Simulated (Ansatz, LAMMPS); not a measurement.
**Glassy 69SiO2-19Al2O3-6SrO-6Li2O (mol %) (106 atoms): a single point**

Aim: energy, forces, charges and density of states of glassy 69SiO2-19Al2O3-6SrO-6Li2O (mol %) (106 atoms) at a fixed geometry.

Method: Kohn-Sham DFT, PBE, PAW (set soft_2), plane waves, in Ansatz 0.2.0.

**1. The structure**

The cell holds 106 atoms: 22 Si, 12 Al, 2 Sr, 4 Li and 66 O. Cell: a = 11.040 Å, b = 11.040 Å, c = 11.040 Å, α = 90.0°, β = 90.0°, γ = 90.0°. 106 atoms (22 Si, 12 Al, 2 Sr, 4 Li, 66 O) placed at random at 2.72 g/cm³, melted at 4000 K for 10 ps at fixed volume with the Morse and Coulomb pair potential with partial charges (Pedone, Malavasi, Menziani, Cormack and Segre, J. Phys. Chem. B 110, 11780 (2006)). Quenched from 4000 K to 300 K at 50 K/ps and fixed volume, held 5 ps.

Before any run, some limits are plain. The quench rate of 50 K/ps is orders of magnitude faster than experiment, which tends to freeze in extra defects. The network of bonds at the start is that of the classical potential that made the cell, and needn't be the one that DFT or experiment would give. Sampling is at Γ alone, for a cell whose shortest periodic width is 11 Å.

**2. Making the structure**

A classical potential supplies the starting structure, since it reaches far longer times than DFT.

This step: classical MD, Morse and Coulomb pair potential with partial charges (Pedone, Malavasi, Menziani, Cormack and Segre, J. Phys. Chem. B 110, 11780 (2006)) (LAMMPS 22 Jul 2025 - Update 4).

Input file in.lmp:

```
# melt-quench of Si22Al12Sr2Li4O66
units metal
atom_style charge
boundary p p p
region box block 0 11.0396 0 11.0396 0 11.0396
create_box 5 box
mass 1 28.0850   # Si
mass 2 26.9815   # Al
mass 3 87.6200   # Sr
mass 4 6.9400   # Li
mass 5 15.9990   # O
create_atoms 1 random 22 341389 NULL overlap 1.5 maxtry 2000
create_atoms 2 random 12 341396 NULL overlap 1.5 maxtry 2000
create_atoms 3 random 2 341403 NULL overlap 1.5 maxtry 2000
create_atoms 4 random 4 341410 NULL overlap 1.5 maxtry 2000
create_atoms 5 random 66 341417 NULL overlap 1.5 maxtry 2000
pair_style hybrid/overlay pedone 5.5 coul/long 8.0
pair_coeff * * coul/long
pair_coeff 1 5 pedone 0.340554 2.006700 2.100000 1   # Si-O
pair_coeff 2 5 pedone 0.361581 1.900442 2.164818 0.9   # Al-O
pair_coeff 3 5 pedone 0.019623 1.886000 3.328330 3   # Sr-O
pair_coeff 4 5 pedone 0.001114 3.429506 2.681360 1   # Li-O
pair_coeff 5 5 pedone 0.042395 1.379316 3.618701 22   # O-O
set type 1 charge 2.4
set type 2 charge 1.8
set type 3 charge 1.2
set type 4 charge 0.6
set type 5 charge -1.2
kspace_style pppm 1.0e-4
neigh_modify delay 0 every 1 check yes
thermo_style custom step time temp pe press density
thermo_modify norm yes
timestep 0.002
thermo 100
# [... 15 lines left out ...]
fix md all nvt temp 4000 300 0.2
run 37000 post no
unfix md
thermo 1250
fix md all nvt temp 300 300 0.2
run 2500 post no
unfix md
write_dump all custom glass.dump id type xs ys zs modify sort id
```

Command:

```bash
$ lmp -in in.lmp -log none -nocite
```

Numbers of over 12 decimals in the logs are rounded to 6 here.

Log:

```text
LAMMPS (22 Jul 2025 - Update 4)
Created orthogonal box = (0 0 0) to (11.0396 11.0396 11.0396)
Created 22 atoms
Created 12 atoms
Created 2 atoms
Created 4 atoms
Created 66 atoms
PPPM initialization ...
  G vector (1/distance) = 0.38126732
  grid = 12 12 12
  estimated relative force accuracy = 6.3929672e-05
   Step          Time           Temp          PotEng         Press         Density
         0   0              0             -2.6675213      619370.95      2.7159802
        88   0.176          0             -15.229268     -20170.284      2.7159802
Loop time of 0.111596 s on 1 MPI rank(s) for 88 steps with 106 atoms
Minimization stats:
  Stopping criterion = energy tolerance
  Energy initial, next-to-last, final =
     -2.66752125961019  -15.2278873292987  -15.2292679348117
  Force two-norm initial, final = 308.55987 2.1196835
  Iterations, force evaluations = 88 107
   Step          Time           Temp          PotEng         Press         Density
[... 7 lines left out ...]
      2499   4.998          4000.3557     -14.589903      44376.46       2.7159802
      3332   6.664          3784.0026     -14.666496      40084.725      2.7159802
      4165   8.33           3718.8486     -14.705317      48688.691      2.7159802
      4998   9.996          4383.5425     -14.662556      58336.867      2.7159802
      5831   11.662         4132.4448     -14.723207      9017.5302      2.7159802
[... 1 line left out ...]
Loop time of 4.36133 s on 1 MPI rank(s) for 5000 steps with 106 atoms
   Step          Time           Temp          PotEng         Press         Density
[... 12 lines left out ...]
Loop time of 31.0105 s on 1 MPI rank(s) for 37000 steps with 106 atoms
   Step          Time           Temp          PotEng         Press         Density
     43000   86             293.51443     -15.363221     -12876.964      2.7159802
     43750   87.5           327.63273     -15.365757     -10156.45       2.7159802
     45000   90             316.32245     -15.360909     -8156.0532      2.7159802
     45500   91             323.97142     -15.366036      2113.3899      2.7159802
Loop time of 1.98229 s on 1 MPI rank(s) for 2500 steps with 106 atoms
```

Run time: 38 s. Hardware: 1 thread of Arm Neoverse N1, shared host; peak memory 0.075 GiB.

**3. Plane-wave single point**

The electrons are solved once, with the atoms held.

Input file input.yaml:

```yaml
crystal:
  lattice:
    - [11.0396, 0.0, 0.0]
    - [0.0, 11.0396, 0.0]
    - [0.0, 0.0, 11.0396]
  atoms:
    - { symbol: Si, position: [0.75704, 0.44225, 0.02002] }
    - { symbol: Si, position: [0.03673, 0.95852, 0.60122] }
    - { symbol: Si, position: [0.1407, 0.06301, 0.27371] }
    - { symbol: Si, position: [0.69401, 0.30319, 0.58621] }
    - { symbol: Si, position: [0.01144, 0.67515, 0.29725] }
    - { symbol: Si, position: [0.46463, 0.21833, 0.07035] }
    - { symbol: Si, position: [0.557, 0.90615, 0.44849] }
    - { symbol: Si, position: [0.30646, 0.29592, 0.76067] }
    - { symbol: Si, position: [0.24105, 0.38937, 0.12256] }
    - { symbol: Si, position: [0.36577, 0.05077, 0.89645] }
    - { symbol: Si, position: [0.06358, 0.24292, 0.62936] }
    - { symbol: Si, position: [0.5891, 0.5247, 0.21952] }
    - { symbol: Si, position: [0.15981, 0.5888, 0.5387] }
    - { symbol: Si, position: [0.43641, 0.22575, 0.52939] }
    - { symbol: Si, position: [0.96716, 0.84386, 0.8577] }
    - { symbol: Si, position: [0.22879, 0.53816, 0.89564] }
    - { symbol: Si, position: [0.77428, 0.62962, 0.81902] }
    - { symbol: Si, position: [0.99143, 0.41999, 0.17551] }
    - { symbol: Si, position: [0.53595, 0.90783, 0.72673] }
    - { symbol: Si, position: [0.63672, 0.5794, 0.60225] }
    - { symbol: Si, position: [0.55292, 0.79105, 0.09952] }
    - { symbol: Si, position: [0.65765, 0.23924, 0.86762] }
    - { symbol: Al, position: [0.33165, 0.5244, 0.34375] }
    - { symbol: Al, position: [0.72853, 0.67498, 0.38481] }
    - { symbol: Al, position: [0.39047, 0.73302, 0.56442] }
    - { symbol: Al, position: [0.72292, 0.95091, 0.92339] }
    - { symbol: Al, position: [0.91807, 0.22551, 0.3892] }
    - { symbol: Al, position: [0.32842, 0.81322, 0.25482] }
    - { symbol: Al, position: [0.20948, 0.32469, 0.39248] }
    - { symbol: Al, position: [0.62495, 0.1704, 0.32691] }
    - { symbol: Al, position: [0.99419, 0.4757, 0.76019] }
    - { symbol: Al, position: [0.11497, 0.8574, 0.10255] }
    - { symbol: Al, position: [0.29701, 0.96699, 0.47942] }
    - { symbol: Al, position: [0.31195, 0.78352, 0.95324] }
    - { symbol: Sr, position: [0.97207, 0.17444, 0.94741] }
    - { symbol: Sr, position: [0.85039, 0.93632, 0.31319] }
    - { symbol: Li, position: [0.9196, 0.64059, 0.57069] }
    - { symbol: Li, position: [0.49427, 0.03301, 0.20097] }
    - { symbol: Li, position: [0.78816, 0.8713, 0.63543] }
    - { symbol: Li, position: [0.23615, 0.83246, 0.7385] }
    - { symbol: O, position: [0.87317, 0.69291, 0.32447] }
    - { symbol: O, position: [0.67708, 0.24248, 0.72129] }
    - { symbol: O, position: [0.74878, 0.65199, 0.54131] }
    - { symbol: O, position: [0.99573, 0.32066, 0.73037] }
    - { symbol: O, position: [0.24614, 0.95817, 0.32378] }
    - { symbol: O, position: [0.67812, 0.54167, 0.333] }
    - { symbol: O, position: [0.86734, 0.741, 0.81314] }
    - { symbol: O, position: [0.88031, 0.42355, 0.08173] }
    - { symbol: O, position: [0.77548, 0.15976, 0.33203] }
    - { symbol: O, position: [0.74942, 0.58218, 0.95825] }
    - { symbol: O, position: [0.65032, 0.81819, 0.39574] }
    - { symbol: O, position: [0.20278, 0.18712, 0.30038] }
    - { symbol: O, position: [0.02758, 0.55238, 0.21572] }
    - { symbol: O, position: [0.34622, 0.30061, 0.08814] }
    - { symbol: O, position: [0.42292, 0.85658, 0.46182] }
    - { symbol: O, position: [0.58547, 0.23996, 0.49169] }
    - { symbol: O, position: [0.35927, 0.29562, 0.43885] }
    - { symbol: O, position: [0.57283, 0.02632, 0.36548] }
    - { symbol: O, position: [0.95465, 0.33949, 0.2868] }
    - { symbol: O, position: [0.10018, 0.34553, 0.09434] }
    - { symbol: O, position: [0.92611, 0.89995, 0.53602] }
    - { symbol: O, position: [0.85574, 0.5253, 0.75706] }
    - { symbol: O, position: [0.05607, 0.81003, 0.9635] }
    - { symbol: O, position: [0.0377, 0.89466, 0.73753] }
    - { symbol: O, position: [0.01294, 0.08282, 0.34441] }
    - { symbol: O, position: [0.28793, 0.42676, 0.81027] }
    - { symbol: O, position: [0.22716, 0.42551, 0.26191] }
    - { symbol: O, position: [0.06755, 0.54082, 0.63197] }
    - { symbol: O, position: [0.88682, 0.95053, 0.91372] }
    - { symbol: O, position: [0.38524, 0.09011, 0.52729] }
    - { symbol: O, position: [0.08191, 0.65404, 0.42237] }
    - { symbol: O, position: [0.31783, 0.67943, 0.33148] }
    - { symbol: O, position: [0.64707, 0.61355, 0.74819] }
    - { symbol: O, position: [0.19589, 0.25282, 0.68579] }
    - { symbol: O, position: [0.53217, 0.25718, 0.94384] }
    - { symbol: O, position: [0.47061, 0.85293, 0.21029] }
    - { symbol: O, position: [0.16635, 0.94618, 0.54327] }
    - { symbol: O, position: [0.7391, 0.33864, 0.92487] }
    [... 22 atom lines left out ...]
    - { symbol: O, position: [0.27567, 0.50348, 0.03463] }
    - { symbol: O, position: [0.25354, 0.67284, 0.86993] }
    - { symbol: O, position: [0.66324, 0.87571, 0.05799] }
    - { symbol: O, position: [0.04362, 0.78805, 0.22368] }
    - { symbol: O, position: [0.46108, 0.49147, 0.27369] }
    - { symbol: O, position: [0.02335, 0.10472, 0.62842] }
kpoints:
  mp_grid: { grid: [1, 1, 1] }
hamiltonian:
  xc: pbe
scf:
  occupations: { method: fixed }
output:
  forces: true
  stress: true
  populations: true
  dos:
    method: { smearing: { sigma: 0.15 } }
    de: 0.1
    projected: { site_lists: { Al: [Al], Li: [Li], O: [O], Si: [Si], Sr: [Sr] } }
  eigenvalues: true
  write_density: true
  write_potential: true
  volumetric_format: npy
```

Command:

```bash
$ ansatz run input.yaml --threads 8 --pin off --max-ram 15872MiB --backend cpu --events-out ev --progress --plain --runs-dir out
```

Log:

```text
Engine: ansatz 0.2.0, aarch64-unknown-linux-gnu
Pseudopotentials: kind: paw
Pseudopotential: Si, paw, valence charge 4, recommended cutoff 420 eV (normal), Si.paw.azcp
Pseudopotential: Al, paw, valence charge 3, recommended cutoff 420 eV (normal), Al.paw.azcp
Pseudopotential: Sr, paw, valence charge 10, recommended cutoff 420 eV (normal), Sr.paw.azcp
Pseudopotential: Li, paw, valence charge 3, recommended cutoff 420 eV (normal), Li.paw.azcp
Pseudopotential: O, paw, valence charge 6, recommended cutoff 420 eV (normal), O.paw.azcp
[... 5 lines on functional and potentials left out ...]
Crystal: 106 atoms, lattice volume = 1345.427 Å³
Basis set: ecut = 420 eV, 26193 PW (Γ), exchange–correlation on 150×150×150 points (8 copies of the dense FFT grid, shifted against one another)
Bands: 382, of which v1, the nominal top of the filled ones, is band 276 counted from 1 (275 counted from 0)
Symmetry: 1 space group operations
Space group: P1 (ITA 1), of the structure as read, at distance tolerance 1.1e-4 Å
k-points: 1
[... 11 lines on functional and potentials left out ...]
Initial density: superposition of atomic densities (neutral atoms: chi_scale 0, normalization atom), corrected by the library's trained network
Initial wavefunctions: pseudopotential atomic-orbital guess
Functional: x = pbe(κ = 0.804, μ = 0.219515), c = pbe(β = 0.066725)
SCF iter   1: F=—  HF=-65914.978817 eV  |F-HF|=—  |Δ(HF+E_count)|=         —  Δρ=2.10e-3  dr2=6.40e-2  ethr=1.77e-3  ⟨swp⟩=7.0  Hψ=1499  notcnv=0  defer=104
preconditioner: auto → Resta (q_TF=auto, 2.352 Å⁻¹)  ε∞=3.2  [insulator: Δε(μ)=3.790 eV  Ē_g=16.035 eV  n_scr=304 (ndim 8)  ℏωp=23.5 eV  f_vac=0.121  ε∞_Penn≈3.2]
SCF iter   2: F=—  HF=-65914.994739 eV  |F-HF|=—  |Δ(HF+E_count)|=   1.59e-2  Δρ=1.12e-3  dr2=1.47e-2  ethr=1.16e-5  ⟨swp⟩=3.0  Hψ=647  notcnv=0  defer=104
SCF iter   3: F=—  HF=-65914.998867 eV  |F-HF|=—  |Δ(HF+E_count)|=   4.13e-3  Δρ=4.61e-4  dr2=4.12e-3  ethr=2.66e-6  ⟨swp⟩=3.0  Hψ=493  notcnv=0  defer=104
SCF iter   4: F=—  HF=-65914.999487 eV  |F-HF|=—  |Δ(HF+E_count)|=   6.20e-4  Δρ=1.37e-4  dr2=2.57e-4  ethr=7.47e-7  ⟨swp⟩=3.0  Hψ=496  notcnv=0  defer=104
SCF iter   5: F=—  HF=-65914.999500 eV  |F-HF|=—  |Δ(HF+E_count)|=   1.22e-5  Δρ=7.71e-5  dr2=7.14e-5  ethr=4.65e-8  ⟨swp⟩=2.0  Hψ=498  notcnv=0  defer=104
SCF iter   6: F=—  HF=-65914.996587 eV  |F-HF|=—  |Δ(HF+E_count)|=   2.91e-3  Δρ=2.64e-5  dr2=8.10e-6  ethr=1.29e-8  ⟨swp⟩=2.0  Hψ=658  notcnv=0  defer=104
SCF iter   7: F=—  HF=-65914.996589 eV  |F-HF|=—  |Δ(HF+E_count)|=   2.23e-6  Δρ=8.80e-6  dr2=1.08e-6  ethr=1.47e-9  ⟨swp⟩=2.0  Hψ=494  notcnv=0  defer=104
SCF iter   8: F=—  HF=-65914.996591 eV  |F-HF|=—  |Δ(HF+E_count)|=   1.07e-6  Δρ=6.86e-6  dr2=5.06e-7  ethr=1.96e-10  ⟨swp⟩=2.0  Hψ=555  notcnv=0  defer=104
SCF iter   9: F=-65914.996591 eV  HF=-65914.996591 eV  |F-HF|=2.16e-8  |Δ(HF+E_count)|=   3.42e-9  Δρ=1.18e-6  dr2=2.15e-8  ethr=1.81e-11  ⟨swp⟩=26.0  Hψ=4124  notcnv=0
SCF 1 converged in 9 iterations: F = -65914.996591 eV  dr2 = 2.15e-8
  greatest PAW one-centre occupation: 1.000 electrons in one spin orbital (limit 2), on the Li atom at site 37 (counted from 0), in its partial waves of l = 0
SCF converged after 9 iterations
Free energy (F): -65914.996591 eV
Harris-Foulkes:  -65914.996591 eV  (|F-HF|=2.16e-8)
Internal energy: -65914.996591 eV  (E = F + TS)
E sigma→0 (E₀):  -65914.996591 eV
Fermi energy:    3.798898 eV
--- Per-component energies (eV) ---
  E_band       = -2423.157002
  E_kinetic    = 13701.971263
  E_local      = -35497.569650  (includes V_loc(G=0)·N_el)
  E_nonlocal   = 4105.435624
  E_hartree    = 13002.268827
  E_xc         = -7023.651945
  E_vxc        = -8065.949096  (∫ρ·V_xc dr)
  E_paw        = -32869.663744  (= ΣΔE_a)
  E_vpaw       = -2671.751284  (= ΣTr[D̂ρ^β])
  E_aug_tail   = 0.169305  (compensation charges beyond the density's cutoff)
  E_ewald      = -21333.956271
  E_smearing   = -0.000000  (= −TS)
  E_closure    = -0.000000  (closes the sum)
  Σ components = -65914.996591   (vs F -65914.996591, Δ=0.00e0)
--- Forces (eV/Å), atoms counted from 1 ---
  atom   1  Si    -2.12872211     4.50318291    -0.71828788
  atom   2  Si    -0.66901124     1.21673242     0.81458169
  atom   3  Si     0.69528816     0.89472919     3.21582571
  atom   4  Si     1.69909934    -1.97493792    -0.81756730
  atom   5  Si     0.09490116    -3.21897184     0.71113151
  atom   6  Si    -0.99623550    -0.23047297    -2.45158575
  atom   7  Si     1.17559871     3.35599458     0.19813860
  atom   8  Si     0.86821838    -2.70204456     0.34726152
  atom   9  Si    -0.59782966     0.90803903    -1.85344192
  atom  10  Si     1.60129403    -1.16314139    -0.00784975
  atom  11  Si     0.94597275     0.73816883    -0.71185289
  atom  12  Si     0.21613870     2.66635017     0.15535410
  atom  13  Si    -0.57146953     1.94416417    -2.57355167
  atom  14  Si    -0.16621370    -1.27913679     2.05970733
[...]
atom 105  O      0.63413509    -1.57034138    -0.92586750
  atom 106  O     -1.17245216    -1.09371031     0.57416222
  max |Σ_I F_I| component: 1.45e-4 eV/Å
--- Stress (GPa, compression-positive) ---
        9.461335       0.735508       0.975998
        0.735502       7.398777       0.662553
        0.976006       0.662555       5.139923
  P = ⅓ Tr σ = 7.3333 GPa (73.333 kbar)
--- Band table (eV) ---
  k-point 0: bands = ["-40.7363", "-40.4992", "-40.2842", "-39.8549", [... 366 levels ...], "14.2061", "14.2478", "14.2708", "14.3181", "14.3359", "14.4032", "14.4224", "14.4772", "14.5095", "14.5399", "14.5897", "14.6725"]
--- Löwdin populations: 106 sites ---
  site symbol       q [e]
     0     Si      2.1976
     1     Si      2.2937
     2     Si      2.2919
[...]
105      O      6.8072
  spilling = 0.011862 (of n_electrons = 552.000000)
```

It took 34 s on 8 threads of Arm Neoverse N1, shared host; peak memory 1.8 GiB; 3.1 min of CPU time.

Reading the cycles: dr2 is the Hartree energy of the density residual (eV), the measure of convergence; HF is the Harris–Foulkes estimate of the energy, which meets the free energy F at convergence.

Read from the output:

- free energy: -65914.9966 eV
- free energy per atom: -621.8396 eV/atom
- SCF cycles: 9
- pressure: 7.333 GPa
- r.m.s. force component: 1.297 eV/Å
- longest force: 5.032 eV/Å
- Fermi energy: 3.799 eV
- gap (highest filled to lowest empty level): 3.722 eV
- spilling of the projection: 0.01186

Length of the force by element:

| element | coordination | atoms | mean length of the force (eV/Å) | spread | least | most |
| --- | --- | --- | --- | --- | --- | --- |
| Al | all | 12 | 1.85 | 1.11 | 0.604 | 3.84 |
| Li | all | 4 | 0.638 | 0.486 | 0.181 | 1.43 |
| O | all | 66 | 1.87 | 0.949 | 0.414 | 4.76 |
| Si | all | 22 | 2.72 | 1.05 | 0.842 | 5.03 |
| Sr | all | 2 | 0.418 | 0.0261 | 0.392 | 0.444 |

Löwdin charges by element (they lack the spilled electrons, 0.062 e an atom on average):

| element | coordination | atoms | mean charge (e) | spread | least | most |
| --- | --- | --- | --- | --- | --- | --- |
| Al | all | 12 | 1.34 | 0.0257 | 1.30 | 1.39 |
| Li | all | 4 | 0.832 | 0.0136 | 0.808 | 0.842 |
| O | all | 66 | -0.837 | 0.0453 | -0.991 | -0.747 |
| Si | all | 22 | 1.76 | 0.0233 | 1.71 | 1.80 |
| Sr | all | 2 | 1.85 | 0.0066 | 1.85 | 1.86 |

Density of states as counts of states in windows of 1 eV (from the Fermi level), total and the larger projections:

| from (eV) | to (eV) | total | O p | Si p | O s |
| --- | --- | --- | --- | --- | --- |
| -18 | -17 | 50.5 | 0.4 | 5.5 | 35.2 |
| -17 | -16 | 16.6 | 0.1 | 1.6 | 12.9 |
| -16 | -15 | 4.7 | 0.0 | 0.0 | 1.4 |
| -15 | -14 | 2.9 | 0.0 | 0.0 | 0.3 |
| -14 | -11 | 0.0 | 0.0 | 0.0 | 0.0 |
| -11 | -10 | 0.1 | 0.1 | 0.0 | 0.0 |
| -10 | -9 | 8.2 | 5.5 | 0.4 | 0.4 |
| -9 | -8 | 12.0 | 8.3 | 0.6 | 0.6 |
| -8 | -7 | 17.6 | 12.7 | 1.5 | 0.7 |
| -7 | -6 | 29.2 | 22.2 | 3.6 | 0.5 |
| -6 | -5 | 36.8 | 28.7 | 4.3 | 0.8 |
| -5 | -4 | 44.8 | 36.4 | 3.7 | 1.3 |
| -4 | -3 | 59.8 | 52.5 | 2.5 | 1.4 |
| -3 | -2 | 71.2 | 65.7 | 1.7 | 1.0 |
| -2 | -1 | 71.4 | 67.8 | 1.1 | 0.6 |
| -1 | 0 | 42.3 | 40.7 | 0.4 | 0.2 |
| 0 | 1 | 2.6 | 2.5 | 0.0 | 0.0 |
| 1 | 3 | 0.0 | 0.0 | 0.0 | 0.0 |
| 3 | 4 | 2.0 | 0.1 | 0.0 | 0.3 |
| 4 | 5 | 4.8 | 0.2 | 0.2 | 0.3 |

With fixed occupations the program's Fermi level is the highest filled level; weight inside the gap is the broadening of levels at its edges.

Between -26 and -18 eV lie 69 more states.

The levels nearest the highest filled one (over half full), pooled over k-points and spins:

| level less the highest filled one (eV) | occupation |
| --- | --- |
| -0.348 | 2 |
| -0.242 | 2 |
| -0.198 | 2 |
| -0.146 | 2 |
| -0.0582 | 2 |
| 0 | 2 |
| 3.72 | 0 |
| 4.68 | 0 |
| 4.82 | 0 |
| 5.02 | 0 |
| 5.09 | 0 |
| 5.16 | 0 |

(Continued in part 2 of 2.)

[Logs are printed without paths, hosts, clocks, repeated set-up lines and the standing remarks that a program may print on its own settings, such as how far it seeks lower states.]

[Hosts, paths, dates, database ids (printed as entryN), source tags and the programs' standing remarks are cut or masked in the printed files.]
